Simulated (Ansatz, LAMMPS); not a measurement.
# Glassy 29TiO2-71Al2O3 (mol %) (137 atoms) under strain, part 3 of 4

How stiff is glassy 29TiO2-71Al2O3 (mol %) (137 atoms), and how do its levels respond to strain?

Ansatz 0.2.0; Kohn-Sham DFT, PBE, PAW (set soft_2), plane waves.

The cell: 9 Ti, 44 Al and 84 O. The quench rate of 1000 K/ps is orders of magnitude faster than experiment. The network of bonds at the start is that of the classical potential that made the cell. Only the Γ point is sampled.

So far. Step 7 (Volume -6 %): The relaxation converged after 23 steps, 2.19 eV below its start, with a largest force component of 0.028 eV/Å. Step 7 (Volume -6 %): Volume -6 %: the energy stands 1.29 eV above that of the reference, at a pressure of 6.76 GPa.

## 8. Volume +6 %

The relaxed cell is scaled to another volume.

input.yaml

```yaml
crystal:
  lattice:
    - [12.02994, 0.04217, 0.0583]
    - [0.04217, 11.83359, 0.20823]
    - [0.0583, 0.20823, 11.72623]
  atoms:
    [... the 137 atom lines of step 4 ...]
kpoints:
  mp_grid: { grid: [1, 1, 1] }
hamiltonian:
  xc: pbe
scf:
  occupations: { method: fixed }
output:
  forces: true
  eigenvalues: true
  stress: true
relax:
  f_tol: 0.05
  max_steps: 70
```

Command:

```console
$ ansatz run input.yaml --threads 4 --pin off --max-ram 8192MiB --backend cpu --events-out ev --progress --plain --runs-dir out
```

Numbers of over 12 decimals in the logs are rounded to 6 here.

Log:

```text
[...]
Crystal: 137 atoms, lattice volume = 1668.734 Å³
Basis set: ecut = 420 eV, 32629 PW (Γ), exchange–correlation on 162×160×160 points (8 copies of the dense FFT grid, shifted against one another)
Bands: 509, of which v1, the nominal top of the filled ones, is band 372 counted from 1 (371 counted from 0)
Symmetry: 1 space group operations
[...]
k-points: 1
[...]
SCF iter   1: F=—  HF=-93990.055822 eV  |F-HF|=—  |Δ(HF+E_count)|=         —  Δρ=3.60e-3  dr2=3.68e-1  ethr=1.77e-3  ⟨swp⟩=4.0  Hψ=1779  notcnv=0  defer=131
[...]
SCF iter   7: F=—  HF=-93989.996827 eV  |F-HF|=—  |Δ(HF+E_count)|=   4.89e-5  Δρ=6.91e-5  dr2=8.80e-5  ethr=1.11e-7  ⟨swp⟩=2.0  Hψ=750  notcnv=0  defer=135
SCF iter   8: F=-93989.996847 eV  HF=-93989.996843 eV  |F-HF|=3.92e-6  |Δ(HF+E_count)|=   1.59e-5  Δρ=2.83e-5  dr2=1.60e-5  ethr=8.40e-9  ⟨swp⟩=16.0  Hψ=2775  notcnv=0
SCF 1 converged in 8 iterations: F = -93989.996847 eV  dr2 = 1.60e-5
[...]
relax step   1: F+E_penalty+E_count = -93989.99684660 eV  Δ(F+E_penalty+E_count) = +0.000e0 eV  max|allowed force component| = 7.230e-1 eV/Å  Δτ_max = 0.0000 Å  (8 SCF iters, dr2 threshold 6.25e-5 eV, accepted)
[...]
relax step   2: F+E_penalty+E_count = -93990.54248053 eV  Δ(F+E_penalty+E_count) = -5.456e-1 eV  max|allowed force component| = 4.899e-1 eV/Å  Δτ_max = 0.0631 Å  (8 SCF iters, dr2 threshold 3.27e-5 eV, accepted)
[...]
relax step   3: F+E_penalty+E_count = -93990.84562292 eV  Δ(F+E_penalty+E_count) = -3.031e-1 eV  max|allowed force component| = 2.672e-1 eV/Å  Δτ_max = 0.0757 Å  (8 SCF iters, dr2 threshold 1.50e-5 eV, accepted)
relax step   4: F+E_penalty+E_count = -93991.07699713 eV  Δ(F+E_penalty+E_count) = -2.314e-1 eV  max|allowed force component| = 2.892e-1 eV/Å  Δτ_max = 0.2000 Å  (9 SCF iters, dr2 threshold 2.12e-5 eV, accepted)
relax step   5: F+E_penalty+E_count = -93991.17898623 eV  Δ(F+E_penalty+E_count) = -1.020e-1 eV  max|allowed force component| = 1.819e-1 eV/Å  Δτ_max = 0.2000 Å  (8 SCF iters, dr2 threshold 2.49e-5 eV, accepted)
relax step   6: F+E_penalty+E_count = -93991.22852898 eV  Δ(F+E_penalty+E_count) = -4.954e-2 eV  max|allowed force component| = 2.515e-1 eV/Å  Δτ_max = 0.0688 Å  (8 SCF iters, dr2 threshold 1.31e-5 eV, accepted)
relax step   7: F+E_penalty+E_count = -93991.20409591 eV  Δ(F+E_penalty+E_count) = +2.443e-2 eV  max|allowed force component| = 6.458e-1 eV/Å  Δτ_max = 0.1950 Å  (8 SCF iters, dr2 threshold 2.50e-5 eV, rejected (line search))
relax step   8: F+E_penalty+E_count = -93991.28609198 eV  Δ(F+E_penalty+E_count) = -5.756e-2 eV  max|allowed force component| = 8.687e-2 eV/Å  Δτ_max = 0.0975 Å  (11 SCF iters, accepted)
relax step   9: F+E_penalty+E_count = -93991.28995830 eV  Δ(F+E_penalty+E_count) = -3.866e-3 eV  max|allowed force component| = 2.567e-1 eV/Å  Δτ_max = 0.0975 Å  (12 SCF iters, accepted)
relax step  10: F+E_penalty+E_count = -93991.30846615 eV  Δ(F+E_penalty+E_count) = -1.851e-2 eV  max|allowed force component| = 1.965e-1 eV/Å  Δτ_max = 0.1500 Å  (9 SCF iters, dr2 threshold 7.86e-6 eV, accepted)
relax step  11: F+E_penalty+E_count = -93991.35632464 eV  Δ(F+E_penalty+E_count) = -4.786e-2 eV  max|allowed force component| = 1.317e-1 eV/Å  Δτ_max = 0.2000 Å  (8 SCF iters, dr2 threshold 2.26e-5 eV, accepted)
relax step  12: F+E_penalty+E_count = -93991.34954275 eV  Δ(F+E_penalty+E_count) = +6.782e-3 eV  max|allowed force component| = 2.878e-1 eV/Å  Δτ_max = 0.1066 Å  (8 SCF iters, dr2 threshold 7.78e-6 eV, rejected (line search))
[...]
relax step  13: F+E_penalty+E_count = -93991.37981311 eV  Δ(F+E_penalty+E_count) = -2.349e-2 eV  max|allowed force component| = 4.256e-2 eV/Å  Δτ_max = 0.0533 Å  (11 SCF iters, accepted)
SCF converged after 11 iterations
Free energy (F): -93991.379813 eV
[...]
Internal energy: -93991.379813 eV  (E = F + TS)
E sigma→0 (E₀):  -93991.379813 eV
Fermi energy:    4.796330 eV
[...]
Σ components = -93991.379813   (vs F -93991.379813, Δ=0.00e0)
--- Forces (eV/Å), atoms counted from 1 ---
  atom   1  Ti    -0.00567573     0.00345418     0.00296136
  atom   2  Ti    -0.00747000     0.00981844     0.03470264
  atom   3  Ti     0.00132101    -0.01475815    -0.00060039
  atom   4  Ti     0.02120544    -0.00038561    -0.01108506
[...]
atom 137  O     -0.01757591     0.00541184     0.01791489
  max |Σ_I F_I| component: 3.22e-4 eV/Å
--- Stress (GPa, compression-positive) ---
       -4.250913      -0.510027       0.241205
       -0.510033      -6.073819      -0.123706
        0.241206      -0.123715      -4.496382
  P = ⅓ Tr σ = -4.9404 GPa (-49.404 kbar)
--- Band table (eV) ---
[...]
--- Relaxed structure (13 steps of the walk, 11 accepted, 0 SCFs on fresh bases) ---
  F+E_penalty+E_count = -93991.37981311 eV   max|allowed force component| = 4.256e-2 eV/Å
  atoms:
    - { symbol: Ti, position: [0.363596, 0.733452, 0.835685] }
    - { symbol: Ti, position: [0.062099, 0.919500, 0.364858] }
    - { symbol: Ti, position: [0.388942, 0.210547, 0.400807] }
    - { symbol: Ti, position: [0.794361, 0.581207, 0.212878] }
[...]
- { symbol: O, position: [0.831779, 0.783703, 0.579495] }
```

Wall time 4.8 min (4 threads of Intel Xeon Platinum 8259CL at 2.50GHz (Skylake/Cascade Lake), shared host); peak memory 2.6 GiB.

The relaxation converged after 13 steps, 1.38 eV below its start, with a largest force component of 0.043 eV/Å.

Volume +6 %: the energy stands 1.45 eV above that of the reference, at a pressure of -4.94 GPa.

## 9. Volume -10 %

The relaxed cell is scaled to another volume.

Input and log are left out; they have the form of those shown for this kind of step.

Run time: 4.4 min. Hardware: 4 threads of Intel Xeon Platinum 8259CL at 2.50GHz (Skylake/Cascade Lake), shared host; peak memory 2.3 GiB; 17 min of CPU time.

The relaxation converged after 14 steps, 5.20 eV below its start, with a largest force component of 0.031 eV/Å.

Volume -10 %: the energy stands 5.13 eV above that of the reference, at a pressure of 10.6 GPa.

## 10. Stretched by 1 % along x

The relaxed cell is strained along x alone, which gives the stiffness along x and its coupling to y and z.

input.yaml, the sections that differ from step 8:

```yaml
crystal:
  lattice:
    - [11.91653, 0.04136, 0.05718]
    - [0.04177, 11.60596, 0.20422]
    - [0.05775, 0.20422, 11.50067]
  atoms:
    [... the 137 atom lines of step 4 ...]
# kpoints, hamiltonian, scf, output, relax: as in step 8
```

Log:

```text
[...]
Crystal: 137 atoms, lattice volume = 1590.020 Å³
Basis set: ecut = 420 eV, 31093 PW (Γ), exchange–correlation on 160×160×160 points (8 copies of the dense FFT grid, shifted against one another)
Bands: 509, of which v1, the nominal top of the filled ones, is band 372 counted from 1 (371 counted from 0)
Symmetry: 1 space group operations
[...]
k-points: 1
[...]
SCF iter   1: F=—  HF=-93992.721204 eV  |F-HF|=—  |Δ(HF+E_count)|=         —  Δρ=3.60e-3  dr2=3.30e-1  ethr=1.77e-3  ⟨swp⟩=4.0  Hψ=1790  notcnv=0  defer=128
[...]
SCF iter   8: F=-93992.668294 eV  HF=-93992.668290 eV  |F-HF|=3.83e-6  |Δ(HF+E_count)|=   9.08e-6  Δρ=2.41e-5  dr2=1.09e-5  ethr=8.40e-9  ⟨swp⟩=15.0  Hψ=2951  notcnv=0
SCF 1 converged in 8 iterations: F = -93992.668294 eV  dr2 = 1.09e-5
[...]
relax step   1: F+E_penalty+E_count = -93992.66829397 eV  Δ(F+E_penalty+E_count) = +0.000e0 eV  max|allowed force component| = 2.627e-1 eV/Å  Δτ_max = 0.0000 Å  (8 SCF iters, dr2 threshold 6.25e-5 eV, accepted)
[...]
relax step   2: F+E_penalty+E_count = -93992.70606854 eV  Δ(F+E_penalty+E_count) = -3.777e-2 eV  max|allowed force component| = 1.477e-1 eV/Å  Δτ_max = 0.0157 Å  (7 SCF iters, dr2 threshold 4.31e-6 eV, accepted)
[...]
relax step   3: F+E_penalty+E_count = -93992.72748786 eV  Δ(F+E_penalty+E_count) = -2.142e-2 eV  max|allowed force component| = 6.405e-2 eV/Å  Δτ_max = 0.0165 Å  (10 SCF iters, accepted)
relax step   4: F+E_penalty+E_count = -93992.71979802 eV  Δ(F+E_penalty+E_count) = +7.690e-3 eV  max|allowed force component| = 1.744e-1 eV/Å  Δτ_max = 0.1237 Å  (11 SCF iters, rejected (line search))
[...]
relax step   5: F+E_penalty+E_count = -93992.73908950 eV  Δ(F+E_penalty+E_count) = -1.160e-2 eV  max|allowed force component| = 3.498e-2 eV/Å  Δτ_max = 0.0523 Å  (11 SCF iters, accepted)
SCF converged after 11 iterations
Free energy (F): -93992.739089 eV
[...]
Internal energy: -93992.739089 eV  (E = F + TS)
E sigma→0 (E₀):  -93992.739089 eV
Fermi energy:    5.329593 eV
[...]
--- Forces (eV/Å), atoms counted from 1 ---
  atom   1  Ti     0.03279406    -0.01248820    -0.00235652
  atom   2  Ti    -0.00012304     0.02268692    -0.00659613
  atom   3  Ti     0.00360939    -0.02663284    -0.01263215
  atom   4  Ti    -0.01359099    -0.00115748    -0.00204256
  atom   5  Ti    -0.01319304     0.00468080     0.00718168
  atom   6  Ti     0.02934039    -0.01545122     0.00364010
  atom   7  Ti    -0.00265082     0.00632927     0.01673069
  atom   8  Ti    -0.00589350     0.00129180     0.02666471
  atom   9  Ti    -0.01632405    -0.01382457     0.00281977
  atom  10  Al    -0.00362601    -0.01278406     0.00529466
  atom  11  Al    -0.00318530     0.00482206    -0.00135799
  atom  12  Al     0.01351043     0.00716314    -0.00021267
  atom  13  Al    -0.00775454    -0.00465598     0.01096800
  atom  14  Al     0.02394452    -0.01762265    -0.01210065
[...]
atom 136  O      0.00603229    -0.00159065     0.01242484
  atom 137  O     -0.00640754     0.01438993    -0.00547982
  max |Σ_I F_I| component: 1.59e-4 eV/Å
--- Stress (GPa, compression-positive) ---
       -1.652989       0.000105       0.144374
        0.000112      -0.786413       0.045363
        0.144372       0.045359      -0.525498
  P = ⅓ Tr σ = -0.9883 GPa (-9.883 kbar)
--- Band table (eV) ---
[...]
--- Relaxed structure (5 steps of the walk, 4 accepted, 0 SCFs on fresh bases) ---
  F+E_penalty+E_count = -93992.73908950 eV   max|allowed force component| = 3.498e-2 eV/Å
  atoms:
    - { symbol: Ti, position: [0.367770, 0.734778, 0.833962] }
    - { symbol: Ti, position: [0.070284, 0.915870, 0.376311] }
    - { symbol: Ti, position: [0.391380, 0.208093, 0.400646] }
    - { symbol: Ti, position: [0.796902, 0.579431, 0.204949] }
[...]
- { symbol: O, position: [0.890985, 0.799183, 0.578549] }
```

The job ended after 1.8 min (4 threads; peak memory 2.5 GiB; 7 min of CPU time).

The relaxation converged after 5 steps, 0.0708 eV below its start, with a largest force component of 0.035 eV/Å.

Stretched by 1 % along x: the energy stands 0.0858 eV above that of the reference, at a pressure of -0.988 GPa.

## 11. Compressed by 1 % along x

The relaxed cell is strained along x alone, which gives the stiffness along x and its coupling to y and z.

input.yaml, the sections that differ from step 10:

```yaml
crystal:
  lattice:
    - [11.68055, 0.04136, 0.05718]
    - [0.04095, 11.60596, 0.20422]
    - [0.05661, 0.20422, 11.50067]
  atoms:
    [... the 137 atom lines of step 4 ...]
# kpoints, hamiltonian, scf, output, relax: as in step 10
```

Log:

```text
[...]
Crystal: 137 atoms, lattice volume = 1558.534 Å³
Basis set: ecut = 420 eV, 30495 PW (Γ), exchange–correlation on 160×160×160 points (8 copies of the dense FFT grid, shifted against one another)
Bands: 509, of which v1, the nominal top of the filled ones, is band 372 counted from 1 (371 counted from 0)
Symmetry: 1 space group operations
[...]
k-points: 1
[...]
SCF iter   1: F=—  HF=-93992.713741 eV  |F-HF|=—  |Δ(HF+E_count)|=         —  Δρ=3.64e-3  dr2=3.19e-1  ethr=1.77e-3  ⟨swp⟩=4.0  Hψ=1791  notcnv=0  defer=130
[...]
SCF iter   6: F=—  HF=-93992.662710 eV  |F-HF|=—  |Δ(HF+E_count)|=   7.72e-5  Δρ=1.66e-4  dr2=4.63e-4  ethr=1.44e-7  ⟨swp⟩=2.0  Hψ=748  notcnv=0  defer=135
SCF iter   7: F=-93992.662680 eV  HF=-93992.662697 eV  |F-HF|=1.68e-5  |Δ(HF+E_count)|=   1.27e-5  Δρ=5.90e-5  dr2=6.02e-5  ethr=8.40e-9  ⟨swp⟩=16.0  Hψ=3193  notcnv=0
SCF 1 converged in 7 iterations: F = -93992.662680 eV  dr2 = 6.02e-5
[...]
relax step   1: F+E_penalty+E_count = -93992.66268002 eV  Δ(F+E_penalty+E_count) = +0.000e0 eV  max|allowed force component| = 2.831e-1 eV/Å  Δτ_max = 0.0000 Å  (7 SCF iters, dr2 threshold 6.25e-5 eV, accepted)
[...]
relax step   2: F+E_penalty+E_count = -93992.70348603 eV  Δ(F+E_penalty+E_count) = -4.081e-2 eV  max|allowed force component| = 1.600e-1 eV/Å  Δτ_max = 0.0153 Å  (7 SCF iters, dr2 threshold 5.01e-6 eV, accepted)
[...]
relax step   3: F+E_penalty+E_count = -93992.72743840 eV  Δ(F+E_penalty+E_count) = -2.395e-2 eV  max|allowed force component| = 6.387e-2 eV/Å  Δτ_max = 0.0179 Å  (10 SCF iters, accepted)
relax step   4: F+E_penalty+E_count = -93992.63762713 eV  Δ(F+E_penalty+E_count) = +8.981e-2 eV  max|allowed force component| = 2.947e-1 eV/Å  Δτ_max = 0.1994 Å  (12 SCF iters, rejected (line search))
relax step   5: F+E_penalty+E_count = -93992.73351144 eV  Δ(F+E_penalty+E_count) = -6.073e-3 eV  max|allowed force component| = 5.976e-2 eV/Å  Δτ_max = 0.0767 Å  (12 SCF iters, accepted)
relax step   6: F+E_penalty+E_count = -93992.73679530 eV  Δ(F+E_penalty+E_count) = -3.284e-3 eV  max|allowed force component| = 8.385e-2 eV/Å  Δτ_max = 0.0198 Å  (9 SCF iters, accepted)
relax step   7: F+E_penalty+E_count = -93992.73936073 eV  Δ(F+E_penalty+E_count) = -2.565e-3 eV  max|allowed force component| = 4.242e-2 eV/Å  Δτ_max = 0.0431 Å  (7 SCF iters, dr2 threshold 6.15e-6 eV, accepted)
[...]
relax step   8: F+E_penalty+E_count = -93992.73936155 eV  Δ(F+E_penalty+E_count) = -8.186e-7 eV  max|allowed force component| = 4.211e-2 eV/Å  Δτ_max = 0.0000 Å  (5 SCF iters, accepted)
SCF converged after 5 iterations
Free energy (F): -93992.739362 eV
[...]
Internal energy: -93992.739362 eV  (E = F + TS)
E sigma→0 (E₀):  -93992.739362 eV
Fermi energy:    5.546358 eV
[...]
Σ components = -93992.739362   (vs F -93992.739362, Δ=0.00e0)
--- Forces (eV/Å), atoms counted from 1 ---
  atom   1  Ti     0.00530897    -0.00224433     0.00137170
  atom   2  Ti    -0.04211340    -0.00012980     0.02760487
  atom   3  Ti     0.02016835     0.02386462     0.00574244
  atom   4  Ti    -0.00822199    -0.00719228     0.00308308
[...]
atom 137  O      0.00310890     0.00590501    -0.00687426
  max |Σ_I F_I| component: 9.52e-5 eV/Å
--- Stress (GPa, compression-positive) ---
        1.656139       0.046560      -0.184023
        0.046569       0.848839      -0.038625
       -0.184026      -0.038631       0.535451
  P = ⅓ Tr σ = 1.0135 GPa (10.135 kbar)
--- Band table (eV) ---
[...]
--- Relaxed structure (8 steps of the walk, 7 accepted, 0 SCFs on fresh bases) ---
  F+E_penalty+E_count = -93992.73936155 eV   max|allowed force component| = 4.211e-2 eV/Å
  atoms:
    - { symbol: Ti, position: [0.365999, 0.736942, 0.832794] }
    - { symbol: Ti, position: [0.073041, 0.914656, 0.378712] }
    - { symbol: Ti, position: [0.393663, 0.208575, 0.400008] }
    - { symbol: Ti, position: [0.798022, 0.578998, 0.206859] }
[...]
- { symbol: O, position: [0.899646, 0.795985, 0.582076] }
```

The job ended after 2.8 min (4 threads; peak memory 2.5 GiB; 10 min of CPU time).

The relaxation converged after 8 steps, 0.0767 eV below its start, with a largest force component of 0.042 eV/Å.

Compressed by 1 % along x: the energy stands 0.0855 eV above that of the reference, at a pressure of 1.01 GPa.

[end of part 3 of 4]

[Logs are printed without paths, hosts, clocks, repeated set-up lines and the standing remarks that a program may print on its own settings, such as how far it seeks lower states.]

[Hosts, paths, dates, database ids (printed as entryN), source tags and the programs' standing remarks are cut or masked in the printed files.]
